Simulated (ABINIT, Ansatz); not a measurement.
# Quasiparticle gap of TiO2 (Rutile) in ABINIT, part 2 of 3

Aim: the G0W0 gap of TiO2 (Rutile) on PBE, step by step.

ABINIT 10.8.3; PBE and many-body steps on it, plane waves. Known limits of the many-body steps: not at the basis limit; coarse k mesh.

So far. Step 2 (Ground state): The gap is direct, at Γ.

### 3. Bands along the symmetry lines

Level of this step: DFT, PBE, plane waves, norm-conserving pseudopotentials (ABINIT).

The cheap functional maps the bands first; the places of the edges decide which points the dearer methods must see.

run.abi reads:

```
acell 3*1.0 Angstrom
rprim 
  4.592200000000 0.000000000000 0.000000000000
  0.000000000000 4.592200000000 0.000000000000
  0.000000000000 0.000000000000 2.957400000000
ntypat 2
znucl 22 8
natom 6
typat 1 1 2 2 2 2
xred 
  0.000000000000 0.000000000000 0.000000000000
  0.500000000000 0.500000000000 0.500000000000
  0.304960000000 0.304960000000 0.000000000000
  0.195040000000 0.804960000000 0.500000000000
  0.695040000000 0.695040000000 0.000000000000
  0.804960000000 0.195040000000 0.500000000000
pp_dirpath "pseudos"
pseudos "Ti.upf, O.upf"
ecut 38
iscf -2
irdden 1
kptopt 0
nkpt 75
kpt 
  0.00000000 0.00000000 0.00000000
  0.00000000 0.06250000 0.00000000
  0.00000000 0.12500000 0.00000000
  0.00000000 0.18750000 0.00000000
  0.00000000 0.25000000 0.00000000
  0.00000000 0.31250000 0.00000000
  0.00000000 0.37500000 0.00000000
  0.00000000 0.43750000 0.00000000
  0.00000000 0.50000000 0.00000000
  0.06250000 0.50000000 0.00000000
  0.12500000 0.50000000 0.00000000
  0.18750000 0.50000000 0.00000000
  0.25000000 0.50000000 0.00000000
  0.31250000 0.50000000 0.00000000
  0.37500000 0.50000000 0.00000000
  0.43750000 0.50000000 0.00000000
  0.50000000 0.50000000 0.00000000
  0.43750000 0.43750000 0.00000000
  0.37500000 0.37500000 0.00000000
  0.31250000 0.31250000 0.00000000
  0.25000000 0.25000000 0.00000000
  0.18750000 0.18750000 0.00000000
  0.12500000 0.12500000 0.00000000
  0.06250000 0.06250000 0.00000000
  0.00000000 0.00000000 0.00000000
  0.00000000 0.00000000 0.06250000
  0.00000000 0.00000000 0.12500000
  0.00000000 0.00000000 0.18750000
  0.00000000 0.00000000 0.25000000
  0.00000000 0.00000000 0.31250000
  0.00000000 0.00000000 0.37500000
  0.00000000 0.00000000 0.43750000
  0.00000000 0.00000000 0.50000000
  0.00000000 0.06250000 0.50000000
  0.00000000 0.12500000 0.50000000
  0.00000000 0.18750000 0.50000000
  0.00000000 0.25000000 0.50000000
  0.00000000 0.31250000 0.50000000
  0.00000000 0.37500000 0.50000000
  0.00000000 0.43750000 0.50000000
  0.00000000 0.50000000 0.50000000
  0.06250000 0.50000000 0.50000000
  0.12500000 0.50000000 0.50000000
  0.18750000 0.50000000 0.50000000
  0.25000000 0.50000000 0.50000000
  0.31250000 0.50000000 0.50000000
  0.37500000 0.50000000 0.50000000
  0.43750000 0.50000000 0.50000000
  0.50000000 0.50000000 0.50000000
  0.43750000 0.43750000 0.50000000
  0.37500000 0.37500000 0.50000000
  0.31250000 0.31250000 0.50000000
  0.25000000 0.25000000 0.50000000
  0.18750000 0.18750000 0.50000000
  0.12500000 0.12500000 0.50000000
  0.06250000 0.06250000 0.50000000
  0.00000000 0.00000000 0.50000000
  0.00000000 0.50000000 0.00000000
  0.00000000 0.50000000 0.06250000
  0.00000000 0.50000000 0.12500000
  0.00000000 0.50000000 0.18750000
  0.00000000 0.50000000 0.25000000
  0.00000000 0.50000000 0.31250000
  0.00000000 0.50000000 0.37500000
  0.00000000 0.50000000 0.43750000
  0.00000000 0.50000000 0.50000000
  0.50000000 0.50000000 0.00000000
  0.50000000 0.50000000 0.06250000
  0.50000000 0.50000000 0.12500000
  0.50000000 0.50000000 0.18750000
  0.50000000 0.50000000 0.25000000
  0.50000000 0.50000000 0.31250000
  0.50000000 0.50000000 0.37500000
  0.50000000 0.50000000 0.43750000
  0.50000000 0.50000000 0.50000000
istwfk *1
nband 31
nbdbuf 2
tolwfr 1e-08
nstep 40
prtwf 0
prtvol 0
indata_prefix "in"
outdata_prefix "out"
tmpdata_prefix "tmp"
```

Run with:

```
$ OMP_NUM_THREADS=1 mpirun -n 8 abinit run.abi > log
```

Numbers of over 12 decimals in the logs are rounded to 6 here.

The program printed:

```text
.Version 10.8.3 of ABINIT. v10.8.2 released Aug 2026.

 Symmetries : space group P4_2/m n m (#136); Bravais tP (primitive tetrag.)
[... echo of the input left out ...]
== DATASET  1 ==================================================================
-   mpi_nproc: 8, omp_nthreads: 1 (-1 if OMP is not activated)

--- !DatasetInfo
iteration_state: {dtset: 1, }
dimensions: {natom: 6, nkpt: 75, mband: 31, nsppol: 1, nspinor: 1, nspden: 1, mpw: 4748, }
cutoff_energies: {ecut:  38.0, pawecutdg:  -1.0, }
electrons: {nelect:   4.80000000E+01, charge:   0.00000000E+00, occopt:   1.00000000E+00, tsmear:   1.00000000E-02, }

 Real(R)+Recip(G) space primitive vectors, cartesian coordinates (Bohr,Bohr^-1):
 R(1)=  8.6780003  0.0000000  0.0000000  G(1)=  0.1152339  0.0000000  0.0000000
 R(2)=  0.0000000  8.6780003  0.0000000  G(2)=  0.0000000  0.1152339  0.0000000
 R(3)=  0.0000000  0.0000000  5.5886760  G(3)=  0.0000000  0.0000000  0.1789333
 Unit cell volume ucvol=  4.2087028E+02 bohr^3
 Angles (23,13,12)=  9.00000000E+01  9.00000000E+01  9.00000000E+01 degrees

 getcut: wavevector=  0.0000  0.0000  0.0000  ngfft=  50  50  32
         ecut(hartree)=     38.000   => boxcut(ratio)=   2.06340

--- Pseudopotential description ------------------------------------------------
- Ti Generated using ONCVPSP code by D. R. Hamann
- 22.00000  12.00000  171031                  znucl, zion, pspdat
12 -101130 2 -1 1586                          pspcod,pspxc,lmax,lloc,mmax
     nproj     2     2     2
  pspatm : epsatm=   14.68144553
         --- l  ekb(1:nproj) -->
             0   11.362348    1.263639
             1    1.975402   -0.084666
             2   -5.186090   -1.477451
 pspatm: atomic psp has been read  and splines computed

- O Generated using ONCVPSP code by D. R. Hamann
-  8.00000   6.00000  171031                  znucl, zion, pspdat
12 -101130 2 -1 936                           pspcod,pspxc,lmax,lloc,mmax
     nproj     2     2     1
  pspatm : epsatm=    6.19545534
         --- l  ekb(1:nproj) -->
[...]
2   -1.331955
 pspatm: atomic psp has been read  and splines computed

--------------------------------------------------------------------------------

================================================================================
 prteigrs : about to open file out_EIG
 Non-SCF case, kpt    1 (  0.00000  0.00000  0.00000), residuals and eigenvalues=
  8.29E-09  3.18E-09  3.41E-09  7.01E-09  3.31E-09  6.77E-09  8.57E-09  3.54E-09
  9.68E-09  7.82E-09  5.37E-09  9.87E-09  7.39E-09  8.42E-09  4.75E-09  5.01E-09
  9.05E-09  4.53E-09  5.21E-09  5.86E-09  8.46E-09  4.20E-09  3.51E-09  9.65E-09
  5.38E-09  5.70E-09  6.20E-09  5.23E-09  7.16E-09  3.84E-06  4.05E-06
 -1.8817E+00 -1.8810E+00 -1.0120E+00 -1.0120E+00 -1.0059E+00 -1.0059E+00
 -1.0043E+00 -1.0031E+00 -4.5917E-01 -4.1623E-01 -3.8859E-01 -3.8859E-01
[...]
1.0795E-01  1.0795E-01  1.6119E-01  1.6119E-01  1.8313E-01  1.8313E-01
  3.0475E-01  3.0475E-01  3.2781E-01  3.2781E-01  3.2798E-01  3.2798E-01
  4.2766E-01

--- !ResultsGS
iteration_state: {dtset: 1, }
comment   : Summary of ground state results
lattice_vectors:
- [  8.6780003,   0.0000000,   0.0000000, ]
- [  0.0000000,   8.6780003,   0.0000000, ]
- [  0.0000000,   0.0000000,   5.5886760, ]
lattice_lengths: [   8.67800,    8.67800,    5.58868, ]
lattice_angles: [ 90.000,  90.000,  90.000, ] # degrees, (23, 13, 12)
lattice_volume:   4.2087028E+02
convergence: {deltae:  0.000E+00, res2:  0.000E+00, residm:  9.985E-09, diffor:  0.000E+00, }
etotal    :  -1.85209994E+02
entropy   :   0.00000000E+00
fermie    :   2.07992628E-01
cartesian_stress_tensor: null
pressure_GPa: null
xred      :
- [  0.0000E+00,   0.0000E+00,   0.0000E+00, Ti]
- [  5.0000E-01,   5.0000E-01,   5.0000E-01, Ti]
- [  3.0496E-01,   3.0496E-01,   0.0000E+00,  O]
- [  1.9504E-01,   8.0496E-01,   5.0000E-01,  O]
- [  6.9504E-01,   6.9504E-01,   0.0000E+00,  O]
- [  8.0496E-01,   1.9504E-01,   5.0000E-01,  O]
cartesian_forces: null
force_length_stats: {min: null, max: null, mean: null, }

 Integrated electronic density in atomic spheres:
 ------------------------------------------------
 Atom  Sphere_radius  Integrated_density
[...]
================================================================================

 ----iterations are completed or convergence reached----

 Mean square residual over all n,k,spin=   60.909E-10; max=  99.848E-10
 reduced coordinates (array xred) for    6 atoms
[...]
0.695040000000      0.695040000000      0.000000000000
       0.804960000000      0.195040000000      0.500000000000

 cartesian coordinates (angstrom) at end:
    1      0.000000     0.000000     0.000000
    2      2.296100     2.296100     1.478700
    3      1.400437     1.400437     0.000000
    4      0.895663     3.696537     1.478700
    5      3.191763     3.191763     0.000000
    6      3.696537     0.895663     1.478700
 length scales=  1.889726125908  1.889726125908  1.889726125908 bohr
              =  1.000000000000  1.000000000000  1.000000000000 angstroms
 prteigrs : about to open file out_EIG
 Eigenvalues (hartree) for nkpt=  75  k points:
 kpt#   1, nband= 31, wtk=  1.00000, kpt=  0.0000  0.0000  0.0000 (reduced coord)
[...]
kpt#   2, nband= 31, wtk=  1.00000, kpt=  0.0000  0.0625  0.0000 (reduced coord)
[...]
kpt#   3, nband= 31, wtk=  1.00000, kpt=  0.0000  0.1250  0.0000 (reduced coord)
[...]
kpt#  74, nband= 31, wtk=  1.00000, kpt=  0.5000  0.5000  0.4375 (reduced coord)
[...]
0.30686    0.30686    0.32641    0.32641    0.32704    0.32704    0.42911
 kpt#  75, nband= 31, wtk=  1.00000, kpt=  0.5000  0.5000  0.5000 (reduced coord)
[...]
-0.41133   -0.41133   -0.40073   -0.40073    0.03478    0.03478    0.04036    0.04036
   0.07823    0.07823    0.10795    0.10795    0.16119    0.16119    0.18313    0.18313
   0.30475    0.30475    0.32781    0.32781    0.32798    0.32798    0.42766

== END DATASET(S) ==============================================================
================================================================================

 -outvars: echo values of variables after computation  --------
            nband          31
             nkpt          75
          spgroup         136
 [... the other variables as echoed above ...]

 Calculation completed.
```

The job ended after 76 s (8 MPI ranks of Arm Neoverse N1, shared host; peak memory 0.66 GiB; 10 min of CPU time).

Numbers from this step:

```yaml
gap: 1.917 eV
k_of_the_valence_top: 0, 0, 0
k_of_the_conduction_bottom: 0, 0, 0
least_direct_gap: 1.917 eV
```

The gap is 1.917 eV, as in the run before at this level.

Electronic bands along the path, in eV, zero at the top of the highest filled band:

```
    point  band 21  band 22  band 23  band 24  band 25  band 26  band 27  band 28
        Γ    -0.71    -0.45    -0.45     0.00     1.92     2.22     2.45     2.55
  halfway    -1.43    -1.07    -0.82    -0.23     2.21     2.54     2.77     2.84
        X    -1.64    -1.64    -0.74    -0.74     2.59     2.59     3.06     3.06
  halfway    -1.48    -1.48    -1.08    -1.08     2.32     2.32     2.81     2.81
        M    -1.31    -1.31    -1.06    -1.06     1.96     1.96     2.57     2.57
  halfway    -1.73    -1.15    -1.12    -0.40     1.99     2.56     2.63     3.07
        Γ    -0.71    -0.45    -0.45     0.00     1.92     2.22     2.45     2.55
  halfway    -1.78    -1.48    -1.48    -0.46     2.27     2.60     2.87     3.18
        Z    -2.35    -2.35    -1.42    -1.42     3.01     3.01     3.21     3.21
  halfway    -1.78    -1.78    -1.61    -1.61     2.49     2.49     3.23     3.23
        R    -2.04    -2.04    -1.03    -1.03     1.95     1.95     3.24     3.24
  halfway    -1.52    -1.52    -0.88    -0.88     2.21     2.21     3.25     3.25
        A    -1.27    -1.27    -0.68    -0.68     2.63     2.63     3.26     3.26
  halfway    -1.83    -1.56    -1.38    -1.18     2.14     2.81     3.23     3.24
        Z    -2.35    -2.35    -1.42    -1.42     3.01     3.01     3.21     3.21
jump to X    -1.64    -1.64    -0.74    -0.74     2.59     2.59     3.06     3.06
  halfway    -1.97    -1.97    -0.85    -0.85     2.60     2.60     3.23     3.23
        R    -2.04    -2.04    -1.03    -1.03     1.95     1.95     3.24     3.24
jump to M    -1.31    -1.31    -1.06    -1.06     1.96     1.96     2.57     2.57
  halfway    -1.78    -1.78    -1.36    -1.36     2.73     2.73     2.93     2.93
        A    -1.27    -1.27    -0.68    -0.68     2.63     2.63     3.26     3.26
```

### 4. Empty states on the mesh, 4×4×4 mesh, 199 bands

The sums over transitions need many empty states on a uniform mesh; this step solves for them.

run.abi reads:

```
acell 3*1.0 Angstrom
rprim 
  4.592200000000 0.000000000000 0.000000000000
  0.000000000000 4.592200000000 0.000000000000
  0.000000000000 0.000000000000 2.957400000000
ntypat 2
znucl 22 8
natom 6
typat 1 1 2 2 2 2
xred 
  0.000000000000 0.000000000000 0.000000000000
  0.500000000000 0.500000000000 0.500000000000
  0.304960000000 0.304960000000 0.000000000000
  0.195040000000 0.804960000000 0.500000000000
  0.695040000000 0.695040000000 0.000000000000
  0.804960000000 0.195040000000 0.500000000000
pp_dirpath "pseudos"
pseudos "Ti.upf, O.upf"
ecut 38
ngkpt 4 4 4
nshiftk 1
shiftk 0 0 0
kptopt 1
chksymbreak 0
irdden 1
istwfk *1
nband 199
prtvol 0
optdriver 6
gwr_task "HDIAGO"
paral_kgb 0
occopt 1
indata_prefix "in"
outdata_prefix "out"
tmpdata_prefix "tmp"
```

The program printed:

```text
[banner, memory and clock lines left out]
.Version 10.8.3 of ABINIT. v10.8.2 released Aug 2026.

 Symmetries : space group P4_2/m n m (#136); Bravais tP (primitive tetrag.)
[... echo of the input left out ...]
== DATASET  1 ==================================================================
-   mpi_nproc: 8, omp_nthreads: 1 (-1 if OMP is not activated)

--- !DatasetInfo
iteration_state: {dtset: 1, }
dimensions: {natom: 6, nkpt: 18, mband: 199, nsppol: 1, nspinor: 1, nspden: 1, mpw: 4748, }
cutoff_energies: {ecut:  38.0, pawecutdg:  -1.0, }
electrons: {nelect:   4.80000000E+01, charge:   0.00000000E+00, occopt:   1.00000000E+00, tsmear:   1.00000000E-02, }

.Using double precision arithmetic; gwpc =  8

- Reading GS density from: in_DEN

--- Pseudopotential description ------------------------------------------------
- Ti Generated using ONCVPSP code by D. R. Hamann
- 22.00000  12.00000  171031                  znucl, zion, pspdat
12 -101130 2 -1 1586                          pspcod,pspxc,lmax,lloc,mmax
     nproj     2     2     2
  pspatm : epsatm=   14.68144553
         --- l  ekb(1:nproj) -->
             0   11.362348    1.263639
             1    1.975402   -0.084666
             2   -5.186090   -1.477451
 pspatm: atomic psp has been read  and splines computed

- O Generated using ONCVPSP code by D. R. Hamann
-  8.00000   6.00000  171031                  znucl, zion, pspdat
12 -101130 2 -1 936                           pspcod,pspxc,lmax,lloc,mmax
     nproj     2     2     1
  pspatm : epsatm=    6.19545534
         --- l  ekb(1:nproj) -->
             0    6.056735    0.824024
             1   -4.717130   -1.149271
             2   -1.331955
 pspatm: atomic psp has been read  and splines computed

   2.59894620E+03                                ecore*ucvol(ha*bohr**3)

 Total charge density [el/Bohr^3]
)     Maximum=    1.3433E+00  at reduced coord.    0.0400    0.9800    0.9063
)     Minimum=    4.6373E-03  at reduced coord.    0.5000    0.0000    0.2500
   Integrated=    4.8000E+01

 === KS gaps after direct diagonalization ===
 Direct band gap semiconductor
 Fundamental gap:     1.917 (eV)
   VBM:     5.660 (eV) at k: [ 0.0000E+00,  0.0000E+00,  0.0000E+00]
   CBM:     7.576 (eV) at k: [ 0.0000E+00,  0.0000E+00,  0.0000E+00]
 Direct gap:         1.917 (eV) at k: [ 0.0000E+00,  0.0000E+00,  0.0000E+00]

== END DATASET(S) ==============================================================

 -outvars: echo values of variables after computation  --------
           etotal      0.0000000000E+00
            nband         199
             nkpt          18
          spgroup         136
 [... the other variables as echoed above ...]

 Calculation completed.
```

Elapsed: 6.1 min, on 8 MPI ranks; peak memory 9.9 GiB.

This step gave:

```yaml
gap: 1.917 eV
k_of_the_valence_top: 0, 0, 0
k_of_the_conduction_bottom: 0, 0, 0
least_direct_gap: 1.917 eV
k_points_computed: 18
lowest_point_of_the_top_converged_band_above_the_valence_top: 98.8452 eV
```

On this mesh the gap is 1.917 eV.

### 5. Screening, 4×4×4 mesh, 191 bands, screening to 174.2 eV

The RPA dielectric matrix is built and inverted for each q.

This step: RPA screening on PBE, plane waves, norm-conserving pseudopotentials.

run.abi: that of step 4 with these lines changed.

```diff
@@ -24,10 +24,11 @@
 chksymbreak 0
-irdden 1
 istwfk *1
-nband 199
-prtvol 0
-optdriver 6
-gwr_task "HDIAGO"
-paral_kgb 0
 occopt 1
+irdwfk 1
+optdriver 3
+nband 191
+ecuteps 6.4
+inclvkb 2
+awtr 1
+symchi 1
 indata_prefix "in"
```

The program printed:

```text
.Version 10.8.3 of ABINIT. v10.8.2 released Aug 2026.

 Symmetries : space group P4_2/m n m (#136); Bravais tP (primitive tetrag.)
[... echo of the input left out ...]
== DATASET  1 ==================================================================
-   mpi_nproc: 8, omp_nthreads: 1 (-1 if OMP is not activated)

--- !DatasetInfo
iteration_state: {dtset: 1, }
dimensions: {natom: 6, nkpt: 18, mband: 191, nsppol: 1, nspinor: 1, nspden: 1, mpw: 4748, }
cutoff_energies: {ecut:  38.0, pawecutdg:  -1.0, }
electrons: {nelect:   4.80000000E+01, charge:   0.00000000E+00, occopt:   1.00000000E+00, tsmear:   1.00000000E-02, }

 SCREENING: Calculation of the susceptibility and dielectric matrices

 Based on a program developped by R.W. Godby, V. Olevano, G. Onida, and L. Reining.
 Incorporated in ABINIT by V. Olevano, G.-M. Rignanese, and M. Torrent.
.Using double precision arithmetic ; gwpc =  8

[... cell and pseudopotentials left out ...]
--------------------------------------------------------------------------------

 ==== K-mesh for the wavefunctions ====
 Number of points in the irreducible wedge :    18
[... list of points left out ...]
 Together with 16 symmetry operations and time-reversal symmetry
 yields    64 points in the full Brillouin Zone.

 ==== Q-mesh for the screening function ====
 Number of points in the irreducible wedge :    18
[... list of points left out ...]
 Together with 16 symmetry operations and time-reversal symmetry
 yields    64 points in the full Brillouin Zone.

 setmesh: FFT mesh size selected  =    36x   36x   24
          total number of points  =        31104

 vcoul_init : cutoff-mode = AUXILIARY_FUNCTION
 q-points for optical limit:   1
     1)      0.000010    0.000020    0.000030

- screening: taking advantage of time-reversal symmetry
- Maximum band index for partially occupied states nbvw = 24
- Remaining bands to be divided among processors   nbcw = 167
- Number of bands treated by each node ~20

 Number of electrons calculated from density =   48.0000; Expected =   48.0000
 average of density, n =  0.114049
 r_s =    1.2792
 omega_plasma =   32.5763 [eV]

 calculating chi0 at frequencies [eV] :
  1    0.000000E+00    0.000000E+00
  2    0.000000E+00    3.257632E+01

--------------------------------------------------------------------------------
  q-point number  1        q = ( 0.000000, 0.000000, 0.000000) [r.l.u.]
--------------------------------------------------------------------------------
[... chi0 elements left out ...]
 For q-point:  0.000010 0.000020 0.000030
  dielectric constant =   8.5400
  dielectric constant without local fields =   8.9741

  Average fulfillment of the sum rule on Im[epsilon] for q-point    1 :     70.19  [%]
[... wings left out ...]
  q-point number  2        q = ( 0.250000, 0.000000, 0.000000) [r.l.u.]
--------------------------------------------------------------------------------
[... chi0 elements left out ...]
  Average fulfillment of the sum rule on Im[epsilon] for q-point    2 :     78.90  [%]

 [... 16 further q-points ...]
```

Elapsed: 8.7 min, on 8 MPI ranks; peak memory 4.4 GiB.

Numbers from this step:

- ε∞ with local fields, on this mesh, along the program's q direction: 8.54
- the same without local fields: 8.974
- plasma frequency: 32.58 eV
- plane waves in the screening matrix: 315

Local fields lower ε∞ by 5 %. On a Γ-centred mesh this coarse the value itself is usually too large, while a short band sum pulls it down.

[end of part 2 of 3]

[Paths, hosts, dates, memory and timing lines, banners, echoed tables and standing remarks are left out of the program output.]

[Logs are printed without paths, hosts, clocks, repeated set-up lines and the standing remarks that a program may print on its own settings, such as how far it seeks lower states.]

[Runs of the session that timed out or met a known fault of the program may be left out.]

[No measured gap is set beside runs whose start may be inverted or whose files or cutoffs have a known fault.]

[Hosts, paths, dates, database ids (printed as entryN), source tags and the programs' standing remarks are cut or masked in the printed files.]

[G0W0 gaps are taken among the corrected bands and points alone; a level outside them can change the order at an edge.]

[Where Ansatz stands beside ABINIT at settings called matched, ABINIT's density can come from a denser mesh and the files from another edition; pairs whose starting gaps differed by over 0.03 eV were left out, so agreement reads better than it is.]
